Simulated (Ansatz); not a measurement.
# Decaying states in the gap of SrTiSeO2

Aim: relax a made-up compound, SrTiSeO2, and see how good a tunnel barrier it would be. It is built by putting Se for part of the O in the SrTiO3 structure of space group Pm-3m, with the volume rescaled by atomic radii. The parent structure comes from the Materials Project.

Method: PBEsol DFT, plane waves, PAW files, in the first sound run; inputs show where later runs differ, in Ansatz 0.2.0.

Report form: the programs' logs are mostly left out.

The structure was built from a prototype and need not be the compound's stable phase.

## (1) The starting structure

It takes space group P4/mmm (No. 123, tetragonal). Conventional cell: a = 4.098 Å, b = 4.098 Å, c = 4.098 Å, α = 90.00°, β = 90.00°, γ = 90.00°. Nearest to Sr lie 4 Se at 2.90 Å and 8 O at 2.90 Å. Nearest to Ti lie 2 Se at 2.05 Å and 4 O at 2.05 Å. O has 2 Ti at 2.05 Å and 4 Sr at 2.90 Å nearest. Nearest to Se lie 2 Ti at 2.05 Å and 4 Sr at 2.90 Å. It derives from SrTiO3. Se for part of the O in the SrTiO3 structure of space group Pm-3m. Farther neighbours and most contacts between anions are not listed.

As a file:

```cif
data_structure
_symmetry_space_group_name_H-M 'P 1'
_symmetry_Int_Tables_number 1
_cell_length_a 4.0978
_cell_length_b 4.0978
_cell_length_c 4.0978
_cell_angle_alpha 90.000
_cell_angle_beta 90.000
_cell_angle_gamma 90.000
_cell_volume 68.81
loop_
_atom_site_label
_atom_site_type_symbol
_atom_site_fract_x
_atom_site_fract_y
_atom_site_fract_z
_atom_site_occupancy
Sr1 Sr 0.00000 0.00000 0.00000 1
Ti2 Ti 0.50000 0.50000 0.50000 1
O3 O 0.50000 0.00000 0.50000 1
Se4 Se 0.50000 0.50000 0.00000 1
O5 O 0.00000 0.50000 0.50000 1
```

## (2) Relaxing the new crystal

The substituted atoms don't fit the parent's cell, so cell and atoms relax together. A small smearing keeps the run stable in case the gap closes on the way.

input.yaml reads:

```yaml
crystal:
  lattice:
    - [4.0977598622, 0.0, 0.0]
    - [0.0, 4.0977598622, 0.0]
    - [0.0, 0.0, 4.0977598622]
  atoms:
    - { symbol: Sr, position: [0.0, 0.0, 0.0] }
    - { symbol: Ti, position: [0.5, 0.5, 0.5] }
    - { symbol: O, position: [0.5, 0.0, 0.5] }
    - { symbol: Se, position: [0.5, 0.5, 0.0] }
    - { symbol: O, position: [0.0, 0.5, 0.5] }
kpoints:
  mp_grid: { grid: [6, 6, 6] }
scf:
  occupations: { method: gaussian, width: 0.03 }
hamiltonian:
  xc: pbesol
output:
  forces: true
  stress: true
relax:
  f_tol: 0.02
  max_steps: 60
  cell: {}
```

Launch:

```sh
$ ansatz run input.yaml --threads 2 --pin off --max-ram 4096MiB --backend cpu --events-out ev --progress --plain --runs-dir out
```

The job ended after 35 s (2 threads of Arm Neoverse V2, shared host; peak memory 0.43 GiB).

The steps of the relaxation:

| step | energy less that of the first step (eV) | largest force component (eV/Å) | pressure (GPa) | volume (Å³) |
| --- | --- | --- | --- | --- |
| 1 | 0.0000 | 0.0000 | 28.19 | 68.81 |
| 2 | -1.4059 | 0.0000 | 15.73 | 72.18 |
| 3 | -2.2704 | 0.0000 | 8.13 | 74.52 |
| 4 | -2.7345 | 0.0000 | 3.35 | 76.44 |
| 5 | -2.8662 | 0.0000 | -0.52 | 78.60 |
| 6 | -2.8673 | 0.0000 | 0.06 | 78.30 |
| 7 | -2.8672 | 0.0000 | 0.00 | 78.33 |
| 8* | -3.0446 | 0.0000 | 2.46 | 78.33 |
| 9 | -3.0765 | 0.0000 | 0.66 | 79.88 |
| 10 | -3.0777 | 0.0000 | -0.12 | 80.64 |
| 11 | -3.0780 | 0.0000 | 0.00 | 80.52 |
| 12* | -3.0841 | 0.0000 | 0.03 | 80.52 |
| 13 | -3.0841 | 0.0000 | 0.00 | 80.57 |
| 14* | -3.0841 | 0.0000 | 0.00 | 80.57 |

Relaxation steps marked * repeat the geometry before them on a plane-wave basis chosen anew for their cell, so energy and pressure can jump there.

The run keeps the 16 symmetry operations that it works with, so distortions that break them were not tested.

| cell as run | before | after | change |
| --- | --- | --- | --- |
| a (Å) | 4.098 | 3.994 | -2.5 % |
| b (Å) | 4.098 | 3.994 | -2.5 % |
| c (Å) | 4.098 | 5.050 | +23.2 % |
| volume (Å³/atom) | 13.76 | 16.11 | +17.1 % |

The relaxed structure:

```cif
data_structure
_symmetry_space_group_name_H-M 'P 1'
_symmetry_Int_Tables_number 1
_cell_length_a 3.9943
_cell_length_b 3.9943
_cell_length_c 5.0500
_cell_angle_alpha 90.000
_cell_angle_beta 90.000
_cell_angle_gamma 90.000
_cell_volume 80.57
loop_
_atom_site_label
_atom_site_type_symbol
_atom_site_fract_x
_atom_site_fract_y
_atom_site_fract_z
_atom_site_occupancy
Sr1 Sr 0.00000 0.00000 0.00000 1
Ti2 Ti 0.50000 0.50000 0.50000 1
O3 O 0.50000 0.00000 0.50000 1
Se4 Se 0.50000 0.50000 0.00000 1
O5 O 0.00000 0.50000 0.50000 1
```

This step gave:

- free energy: -12518.5676 eV
- Fermi energy: 9.715 eV
- pressure: -2.93e-4 GPa

The largest force component on a free atom ends at 6.0e-30 eV/Å.

## (3) The bulk crystal and its band edges

The energy window and the wavevectors of the next steps follow from the band edges, so these are searched first, off the mesh as well.

input.yaml reads:

```yaml
crystal:
  lattice:
    - [3.9942515649, 0.0, 0.0]
    - [0.0, 3.9942515649, 0.0]
    - [0.0, 0.0, 5.050007195]
  atoms:
    - { symbol: Sr, position: [0.0, 0.0, 0.0] }
    - { symbol: Ti, position: [0.5, 0.5, 0.5] }
    - { symbol: O, position: [0.5, 0.0, 0.5] }
    - { symbol: Se, position: [0.5, 0.5, 0.0] }
    - { symbol: O, position: [0.0, 0.5, 0.5] }
kpoints:
  mp_grid: { grid: [6, 6, 6] }
  band_path: { path: [VBM, CBM], npoints: 30 }
scf:
  occupations: { method: fixed }
hamiltonian:
  xc: pbesol
output:
  eigenvalues: true
  write_potential: true
  write_density: true
  volumetric_format: npy
```

It took 8.4 s on 2 threads; peak memory 0.39 GiB.

Numbers from this step:

```yaml
free_energy: -12518.5678 eV
fermi_energy: 9.327 eV
gap_on_the_k_mesh: 0.7779 eV
gap_on_path: 0.7779 eV, by band count; negative where bands overlap
direct_gap_on_path: 0.8467 eV
edge_places_on_path: 0, 1.274 1/A along the path
```

The electronic bands at the labelled points (eV, zero at the Fermi level (highest filled level under fixed occupations); v1 is the highest filled band, c1 the lowest empty one):

| point | v4 | v3 | v2 | v1 | c1 | c2 | c3 | c4 |
| --- | --- | --- | --- | --- | --- | --- | --- | --- |
| VBM | -3.41 | -0.28 | -0.28 | 0.00 | 2.96 | 2.96 | 3.67 | 3.84 |
| halfway | -2.84 | -1.42 | -0.86 | -0.61 | 2.02 | 2.08 | 2.76 | 3.63 |
| CBM | -0.81 | -0.39 | -0.39 | -0.07 | 0.78 | 0.78 | 1.44 | 1.61 |

The searched edges give 0.778 eV, as on the mesh.

## (4) Complex bands, plane (001)

This step: PBEsol DFT, plane waves, PAW files; complex bands by layer matching along the plane's normal (Ansatz 0.2.0).

The same crystal is laid in a cell whose first two vectors span the (001) plane (indices of the standard conventional cell, whose axes can be ordered otherwise than in the bulk input). At fixed energy and wavevector in the plane the solver finds all kz, real and complex. A few wavevectors are listed, (0, 0), (-0.5, -0.5) and (0.5, 0) in units of the plane's reciprocal vectors; the slowest state needn't be among them.

input.yaml reads:

```yaml
crystal:
  lattice:
    - [3.994251565, 0.0, 0.0]
    - [0.0, 3.994251565, 0.0]
    - [0.0, 0.0, 5.050007195]
  atoms:
    - { symbol: Sr, position: [0.0, 0.0, 0.0] }
    - { symbol: Ti, position: [0.5, 0.5, 0.5] }
    - { symbol: O, position: [0.5, 0.0, 0.5] }
    - { symbol: Se, position: [0.5, 0.5, 0.0] }
    - { symbol: O, position: [0.0, 0.5, 0.5] }
kpoints:
  mp_grid: { grid: [6, 6, 6] }
scf:
  occupations: { method: fixed }
hamiltonian:
  xc: pbesol
output:
  eigenvalues: true
  transmission:
    leads: [[0, 0]]
    kpoints: [[0.0, 0.0], [-0.5, -0.5], [0.5, 0.0]]
    e_range: [-1.0, 1.78]
    de: 0.07
```

Wall time 19 s (2 threads); peak memory 0.45 GiB.

Numbers from this step:

```
level to which the leads are filled                       : 0.3889 eV from the Fermi level
decay constant at the filling level, zone centre          : 0.09816 Å⁻¹
decay constant at the filling level, slowest listed point : 0.0982 Å⁻¹
```

K parallel (0, 0); values up to 1.5 1/Å, a degenerate pair printed once or twice; energies at which all values exceed this have no row. Im kz of the slowest decaying states against energy, zero at the highest filled level on the SCF mesh:

| energy (eV) | decay 1 (Å⁻¹) | decay 2 (Å⁻¹) | decay 3 (Å⁻¹) | decay 4 (Å⁻¹) |
| --- | --- | --- | --- | --- |
| -1.00 | 0.347 | 0.577 | 0.622 | 1.16 |
| -0.79 | 0.0551 | 0.129 | 0.384 | 0.620 |
| -0.58 | 0.407 | 0.525 | 0.617 | 1.13 |
| -0.44 | 0.417 | 0.614 | 0.615 | 1.12 |
| -0.23 | 0.111 | 0.426 | 0.609 | 0.692 |
| -0.02 | 0.0373 | 0.145 | 0.429 | 0.603 |
| 0.19 | 0.0794 | 0.152 | 0.428 | 0.596 |
| 0.40 | 0.0982 | 0.140 | 0.423 | 0.588 |
| 0.54 | 0.105 | 0.119 | 0.417 | 0.582 |
| 0.75 | 0.0445 | 0.109 | 0.405 | 0.572 |
| 0.96 | 0.106 | 0.388 | 0.561 | 0.782 |
| 1.17 | 0.0954 | 0.366 | 0.549 | 0.655 |
| 1.31 | 0.0830 | 0.348 | 0.512 | 0.541 |
| 1.52 | 0.0479 | 0.289 | 0.315 | 0.527 |
| 1.73 | 0.271 | 0.511 | 0.582 | 0.838 |

K parallel (0, 0). The Re kz of states that move upwards by energy, zero at the highest filled level on the SCF mesh:

| energy (eV) | channel 1 (Å⁻¹) | channel 2 (Å⁻¹) | channel 3 (Å⁻¹) |
| --- | --- | --- | --- |
| -1.00 | -0.281 | -0.281 | -0.215 |
| -0.93 | -0.235 | -0.235 | -0.203 |
| -0.79 | -0.179 | - | - |
| -0.72 | -0.290 | -0.290 | -0.167 |
| -0.65 | -0.212 | -0.212 | -0.155 |
| -0.51 | -0.130 | -0.122 | -0.122 |
| -0.44 | -0.117 | -0.0750 | -0.0750 |
| -0.37 | -0.103 | - | - |
| -0.23 | -0.0721 | - | - |
| -0.16 | -0.0530 | - | - |
| -0.09 | -0.0247 | - | - |
| -0.02 | - | - | - |
| 0.05 | - | - | - |
| 0.12 | - | - | - |
| 0.19 | - | - | - |
| 0.33 | - | - | - |
| 0.40 | - | - | - |
| 0.54 | - | - | - |
| 0.61 | - | - | - |
| 0.68 | - | - | - |
| 0.82 | 0.0566 | 0.0566 | - |
| 0.89 | 0.0946 | 0.0946 | - |
| 0.96 | 0.124 | 0.124 | - |
| 1.10 | 0.173 | 0.173 | - |
| 1.17 | 0.195 | 0.195 | - |
| 1.24 | 0.217 | 0.217 | - |
| 1.38 | 0.259 | 0.259 | - |
| 1.45 | 0.207 | 0.281 | 0.281 |
| 1.52 | 0.302 | 0.302 | - |
| 1.66 | 0.0404 | 0.346 | 0.346 |
| 1.73 | 0.0622 | 0.370 | 0.370 |

K parallel (-0.5, -0.5); values up to 1.5 1/Å, a degenerate pair printed once or twice; energies at which all values exceed this have no row. Im kz of the slowest decaying states against energy, zero at the highest filled level on the SCF mesh:

| energy (eV) | decay 1 (Å⁻¹) | decay 2 (Å⁻¹) | decay 3 (Å⁻¹) | decay 4 (Å⁻¹) |
| --- | --- | --- | --- | --- |
| -1.00 | 0.207 | 0.667 | 1.27 | 1.31 |
| -0.86 | 0.214 | 0.669 | 1.23 | 1.31 |
| -0.72 | 0.219 | 0.671 | 1.18 | 1.30 |
| -0.58 | 0.222 | 0.672 | 1.13 | 1.30 |
| -0.44 | 0.224 | 0.673 | 1.07 | 1.30 |
| -0.30 | 0.226 | 0.674 | 0.980 | 1.29 |
| -0.16 | 0.110 | 0.226 | 0.674 | 0.843 |
| -0.02 | 0.158 | 0.225 | 0.348 | 0.673 |
| 0.12 | 0.191 | 0.224 | 0.673 | 0.784 |
| 0.26 | 0.216 | 0.221 | 0.672 | 0.922 |
| 0.40 | 0.218 | 0.236 | 0.670 | 0.996 |
| 0.47 | 0.216 | 0.245 | 0.670 | 1.02 |
| 0.61 | 0.211 | 0.259 | 0.668 | 1.06 |
| 0.75 | 0.205 | 0.271 | 0.666 | 1.09 |
| 0.89 | 0.199 | 0.281 | 0.663 | 1.12 |
| 1.03 | 0.190 | 0.289 | 0.661 | 1.14 |
| 1.17 | 0.181 | 0.296 | 0.658 | 1.14 |
| 1.31 | 0.170 | 0.301 | 0.654 | 1.11 |
| 1.45 | 0.158 | 0.305 | 0.651 | 1.08 |
| 1.59 | 0.143 | 0.307 | 0.647 | 1.05 |
| 1.73 | 0.125 | 0.309 | 0.643 | 1.01 |

K parallel (0.5, 0); values up to 1.5 1/Å, a degenerate pair printed once or twice; energies at which all values exceed this have no row. Im kz of the slowest decaying states against energy, zero at the highest filled level on the SCF mesh:

| energy (eV) | decay 1 (Å⁻¹) | decay 2 (Å⁻¹) | decay 3 (Å⁻¹) | decay 4 (Å⁻¹) |
| --- | --- | --- | --- | --- |
| -1.00 | 0.138 | 0.226 | 0.573 | 0.736 |
| -0.86 | 0.189 | 0.253 | 0.599 | 0.747 |
| -0.72 | 0.226 | 0.272 | 0.622 | 0.756 |
| -0.58 | 0.257 | 0.284 | 0.641 | 0.764 |
| -0.44 | 0.283 | 0.290 | 0.657 | 0.770 |
| -0.30 | 0.0771 | 0.293 | 0.305 | 0.671 |
| -0.16 | 0.105 | 0.291 | 0.325 | 0.683 |
| -0.02 | 0.123 | 0.285 | 0.343 | 0.694 |
| 0.12 | 0.136 | 0.276 | 0.360 | 0.704 |
| 0.26 | 0.145 | 0.262 | 0.374 | 0.712 |
| 0.40 | 0.151 | 0.243 | 0.388 | 0.720 |
| 0.47 | 0.153 | 0.231 | 0.395 | 0.723 |
| 0.61 | 0.155 | 0.201 | 0.407 | 0.730 |
| 0.75 | 0.155 | 0.158 | 0.419 | 0.735 |
| 0.89 | 0.0827 | 0.153 | 0.431 | 0.740 |
| 1.03 | 0.150 | 0.442 | 0.744 | 0.784 |
| 1.17 | 0.143 | 0.454 | 0.747 | 0.782 |
| 1.31 | 0.135 | 0.467 | 0.750 | 0.779 |
| 1.45 | 0.123 | 0.481 | 0.751 | 0.776 |
| 1.59 | 0.108 | 0.498 | 0.746 | 0.772 |
| 1.73 | 0.0855 | 0.522 | 0.715 | 0.768 |

K parallel (0.5, 0). Re kz of states that move upwards, channel 1 against energy, zero at the highest filled level on the SCF mesh:

| energy (eV) | Re kz of states that move upwards, channel 1 (Å⁻¹) |
| --- | --- |
| -1.00 | -0.199 |
| -0.93 | -0.182 |
| -0.86 | -0.165 |
| -0.79 | -0.147 |
| -0.72 | -0.129 |
| -0.65 | -0.109 |
| -0.58 | -0.0877 |
| -0.51 | -0.0617 |
| -0.44 | -0.0160 |
| -0.37 | - |
| -0.23 | - |
| -0.16 | - |
| -0.09 | - |
| -0.02 | - |
| 0.05 | - |
| 0.12 | - |
| 0.19 | - |
| 0.26 | - |
| 0.33 | - |
| 0.40 | - |
| 0.47 | - |
| 0.54 | - |
| 0.61 | - |
| 0.68 | - |
| 0.75 | - |
| 0.82 | - |
| 0.89 | - |
| 0.96 | 0.0573 |
| 1.10 | 0.161 |
| 1.17 | 0.197 |
| 1.24 | 0.230 |
| 1.31 | 0.261 |
| 1.38 | 0.291 |
| 1.45 | 0.321 |
| 1.52 | 0.352 |
| 1.59 | 0.385 |
| 1.66 | 0.420 |
| 1.73 | 0.459 |

At the listed wavevectors the last open channel is at -0.09 eV and the next at +0.82 eV on the grid. At +0.40 eV, the grid energy nearest the filling level (the middle of the gap on the SCF mesh), the slowest state at the listed wavevectors decays with κ = 0.0982 Å⁻¹, its amplitude falling by e over 10 Å. Through 1 nm of this crystal that state's transmission falls by exp(−2 × 0.0982 Å⁻¹ × 10 Å) = 0.14.

## (5) Decaying states in the gap, plane (100)

The same for the (100) plane, at (0, 0), (-0.5, -0.5) and (0.5, 0), to see how the decay depends on direction.

input.yaml reads:

```yaml
crystal:
  lattice:
    - [3.994251565, 0.0, 0.0]
    - [0.0, 5.050007195, 0.0]
    - [0.0, 0.0, 3.994251565]
  atoms:
    - { symbol: Sr, position: [0.0, 0.0, 0.0] }
    - { symbol: Ti, position: [0.5, 0.5, 0.5] }
    - { symbol: O, position: [0.0, 0.5, 0.5] }
    - { symbol: Se, position: [0.5, 0.0, 0.5] }
    - { symbol: O, position: [0.5, 0.5, 0.0] }
kpoints:
  mp_grid: { grid: [6, 6, 6] }
scf:
  occupations: { method: fixed }
hamiltonian:
  xc: pbesol
output:
  eigenvalues: true
  transmission:
    leads: [[0, 0]]
    kpoints: [[0.0, 0.0], [-0.5, -0.5], [0.5, 0.0]]
    e_range: [-1.0, 1.78]
    de: 0.05
```

It took 35 s on 2 threads; peak memory 0.51 GiB.

This step gave:

```
decay constant at the filling level, zone centre          : 0.1159 Å⁻¹
decay constant at the filling level, slowest listed point : 0.1159 Å⁻¹
```

K parallel (0, 0); values up to 1.5 1/Å, a degenerate pair printed once or twice; energies at which all values exceed this have no row. Table of Im kz of the slowest decaying states by energy, zero at the highest filled level on the SCF mesh:

| energy (eV) | decay 1 (Å⁻¹) | decay 2 (Å⁻¹) | decay 3 (Å⁻¹) | decay 4 (Å⁻¹) |
| --- | --- | --- | --- | --- |
| -1.00 | 0.271 | 0.471 | 0.678 | 0.896 |
| -0.85 | 0.337 | 0.486 | 0.665 | 0.839 |
| -0.70 | 0.106 | 0.116 | 0.500 | 0.543 |
| -0.60 | 0.144 | 0.155 | 0.473 | 0.508 |
| -0.45 | 0.182 | 0.193 | 0.284 | 0.519 |
| -0.30 | 0.0630 | 0.115 | 0.211 | 0.220 |
| -0.20 | 0.0905 | 0.160 | 0.227 | 0.233 |
| -0.05 | 0.0422 | 0.118 | 0.198 | 0.250 |
| 0.00 | 0.0752 | 0.125 | 0.205 | 0.254 |
| 0.10 | 0.104 | 0.137 | 0.216 | 0.262 |
| 0.25 | 0.118 | 0.151 | 0.225 | 0.272 |
| 0.40 | 0.116 | 0.162 | 0.228 | 0.279 |
| 0.50 | 0.107 | 0.167 | 0.226 | 0.282 |
| 0.65 | 0.0790 | 0.173 | 0.220 | 0.285 |
| 0.80 | 0.176 | 0.209 | 0.287 | 0.339 |
| 0.90 | 0.177 | 0.198 | 0.286 | 0.344 |
| 1.05 | 0.176 | 0.176 | 0.283 | 0.350 |
| 1.20 | 0.144 | 0.170 | 0.277 | 0.355 |
| 1.35 | 0.0913 | 0.159 | 0.264 | 0.358 |
| 1.50 | 0.129 | 0.238 | 0.360 | 0.383 |
| 1.60 | 0.0354 | 0.209 | 0.360 | 0.361 |
| 1.75 | 0.168 | 0.331 | 0.362 | 0.475 |

K parallel (0, 0). Table of Re kz of states that move upwards by energy, zero at the highest filled level on the SCF mesh:

| energy (eV) | channel 1 (Å⁻¹) | channel 2 (Å⁻¹) | channel 3 (Å⁻¹) | channel 4 (Å⁻¹) |
| --- | --- | --- | --- | --- |
| -1.000 | -0.415 | -0.189 | -0.171 | -0.152 |
| -0.800 | -0.308 | -0.150 | - | - |
| -0.600 | -0.203 | -0.104 | - | - |
| -0.400 | -0.393 | -0.0455 | -0.0243 | - |
| -0.200 | -0.138 | - | - | - |
| 0.000 | - | - | - | - |
| 0.200 | - | - | - | - |
| 0.400 | - | - | - | - |
| 0.600 | - | - | - | - |
| 0.800 | 0.0355 | 0.195 | - | - |
| 1.000 | 0.121 | - | - | - |
| 1.200 | 0.179 | - | - | - |
| 1.400 | 0.232 | - | - | - |
| 1.600 | 0.132 | 0.283 | - | - |

K parallel (-0.5, -0.5); values up to 1.5 1/Å, a degenerate pair printed once or twice; energies at which all values exceed this have no row. Im kz of the slowest decaying states against energy, zero at the highest filled level on the SCF mesh:

| energy (eV) | decay 1 (Å⁻¹) | decay 2 (Å⁻¹) | decay 3 (Å⁻¹) | decay 4 (Å⁻¹) |
| --- | --- | --- | --- | --- |
| -1.00 | 0.257 | 0.689 | 0.808 | 0.919 |
| -0.85 | 0.268 | 0.688 | 0.823 | 0.905 |
| -0.70 | 0.278 | 0.686 | 0.836 | 0.889 |
| -0.60 | 0.284 | 0.685 | 0.843 | 0.879 |
| -0.45 | 0.292 | 0.682 | 0.853 | 0.862 |
| -0.30 | 0.299 | 0.678 | 0.845 | 0.862 |
| -0.20 | 0.119 | 0.142 | 0.303 | 0.675 |
| -0.05 | 0.195 | 0.241 | 0.308 | 0.669 |
| 0.00 | 0.0203 | 0.212 | 0.266 | 0.309 |
| 0.10 | 0.162 | 0.241 | 0.309 | 0.312 |
| 0.25 | 0.256 | 0.274 | 0.316 | 0.363 |
| 0.40 | 0.300 | 0.318 | 0.324 | 0.408 |
| 0.50 | 0.314 | 0.320 | 0.362 | 0.435 |
| 0.65 | 0.321 | 0.332 | 0.412 | 0.471 |
| 0.80 | 0.322 | 0.347 | 0.456 | 0.502 |
| 0.90 | 0.322 | 0.356 | 0.482 | 0.521 |
| 1.05 | 0.322 | 0.368 | 0.482 | 0.513 |
| 1.20 | 0.320 | 0.378 | 0.434 | 0.536 |
| 1.35 | 0.318 | 0.382 | 0.386 | 0.550 |
| 1.50 | 0.316 | 0.323 | 0.394 | 0.556 |
| 1.60 | 0.276 | 0.313 | 0.398 | 0.556 |
| 1.75 | 0.185 | 0.309 | 0.404 | 0.552 |

K parallel (0.5, 0); values up to 1.5 1/Å, a degenerate pair printed once or twice; energies at which all values exceed this have no row. The Im kz of the slowest decaying states by energy, zero at the highest filled level on the SCF mesh:

| energy (eV) | decay 1 (Å⁻¹) | decay 2 (Å⁻¹) | decay 3 (Å⁻¹) | decay 4 (Å⁻¹) |
| --- | --- | --- | --- | --- |
| -1.00 | 0.180 | 0.246 | 0.487 | 0.901 |
| -0.85 | 0.206 | 0.271 | 0.525 | 0.898 |
| -0.70 | 0.225 | 0.291 | 0.556 | 0.895 |
| -0.60 | 0.236 | 0.303 | 0.573 | 0.893 |
| -0.45 | 0.250 | 0.319 | 0.596 | 0.889 |
| -0.30 | 0.0947 | 0.261 | 0.333 | 0.615 |
| -0.20 | 0.119 | 0.267 | 0.342 | 0.625 |
| -0.05 | 0.141 | 0.275 | 0.352 | 0.639 |
| 0.00 | 0.0581 | 0.146 | 0.278 | 0.356 |
| 0.10 | 0.152 | 0.191 | 0.282 | 0.361 |
| 0.25 | 0.155 | 0.287 | 0.310 | 0.364 |
| 0.40 | 0.151 | 0.290 | 0.392 | 0.664 |
| 0.50 | 0.143 | 0.292 | 0.398 | 0.481 |
| 0.65 | 0.125 | 0.293 | 0.399 | 0.565 |
| 0.80 | 0.0920 | 0.293 | 0.403 | 0.571 |
| 0.90 | 0.0501 | 0.291 | 0.406 | 0.574 |
| 1.05 | 0.288 | 0.410 | 0.575 | 0.665 |
| 1.20 | 0.282 | 0.414 | 0.574 | 0.658 |
| 1.35 | 0.273 | 0.417 | 0.571 | 0.648 |
| 1.50 | 0.258 | 0.419 | 0.566 | 0.633 |
| 1.60 | 0.243 | 0.421 | 0.562 | 0.620 |
| 1.75 | 0.205 | 0.423 | 0.554 | 0.592 |

K parallel (0.5, 0). Re kz of states that move upwards against energy, zero at the highest filled level on the SCF mesh:

| energy (eV) | channel 1 (Å⁻¹) | channel 2 (Å⁻¹) |
| --- | --- | --- |
| -1.00 | -0.259 | 0.257 |
| -0.95 | -0.242 | 0.271 |
| -0.85 | -0.210 | 0.299 |
| -0.80 | -0.193 | 0.313 |
| -0.70 | -0.158 | 0.344 |
| -0.65 | -0.140 | 0.360 |
| -0.55 | -0.0981 | 0.393 |
| -0.50 | -0.0723 | 0.411 |
| -0.40 | 0.450 | - |
| -0.35 | 0.471 | - |
| -0.25 | 0.519 | - |
| -0.20 | 0.548 | - |
| -0.10 | 0.621 | - |
| -0.05 | 0.676 | - |
| 0.00 | - | - |
| 0.05 | - | - |
| 0.10 | - | - |
| 0.20 | - | - |
| 0.25 | - | - |
| 0.35 | - | - |
| 0.40 | - | - |
| 0.50 | - | - |
| 0.55 | - | - |
| 0.65 | - | - |
| 0.70 | - | - |
| 0.80 | - | - |
| 0.85 | - | - |
| 0.95 | 0.0289 | - |
| 1.00 | 0.0666 | - |
| 1.10 | 0.111 | - |
| 1.15 | 0.129 | - |
| 1.25 | 0.162 | - |
| 1.30 | 0.177 | - |
| 1.40 | 0.207 | - |
| 1.45 | 0.221 | - |
| 1.55 | 0.249 | - |
| 1.60 | 0.262 | - |
| 1.70 | 0.290 | - |
| 1.75 | 0.304 | - |

At the listed wavevectors the last open channel is at -0.05 eV and the next at +0.80 eV on the grid. At +0.40 eV, the grid energy nearest the filling level (the middle of the gap on the SCF mesh), the slowest state at the listed wavevectors decays with κ = 0.116 Å⁻¹, its amplitude falling by e over 8.6 Å; the first such run, plane (001), gave 0.0982 Å⁻¹.

## (6) Summary of results

```yaml
band_gap: 0.778 eV
least_decay_constant_at_mid_gap_normal_to_001: 0.0982 Å⁻¹
least_decay_constant_at_mid_gap_normal_to_100: 0.116 Å⁻¹
```

With PBEsol, the slowest decay at the wavevectors tried is κ = 0.0982 Å⁻¹, normal to (001). Through such a film the transmission near mid-gap falls as exp(−2κd), a factor of ten every 12 Å. The decay depends on direction: 1.2 times faster normal to (100). A free electron under a barrier of half the gap would need a mass of 0.094 mₑ to decay at this rate. The compound is made up by substitution; its stability against other phases and against distortions of the cell's symmetry was not tested. A semilocal functional narrows gaps, so real decay constants are likely larger.

[Logs are printed without paths, hosts, clocks, repeated set-up lines and the standing remarks that a program may print on its own settings, such as how far it seeks lower states.]

[Hosts, paths, dates, database ids (printed as entryN), source tags and the programs' standing remarks are cut or masked in the printed files.]
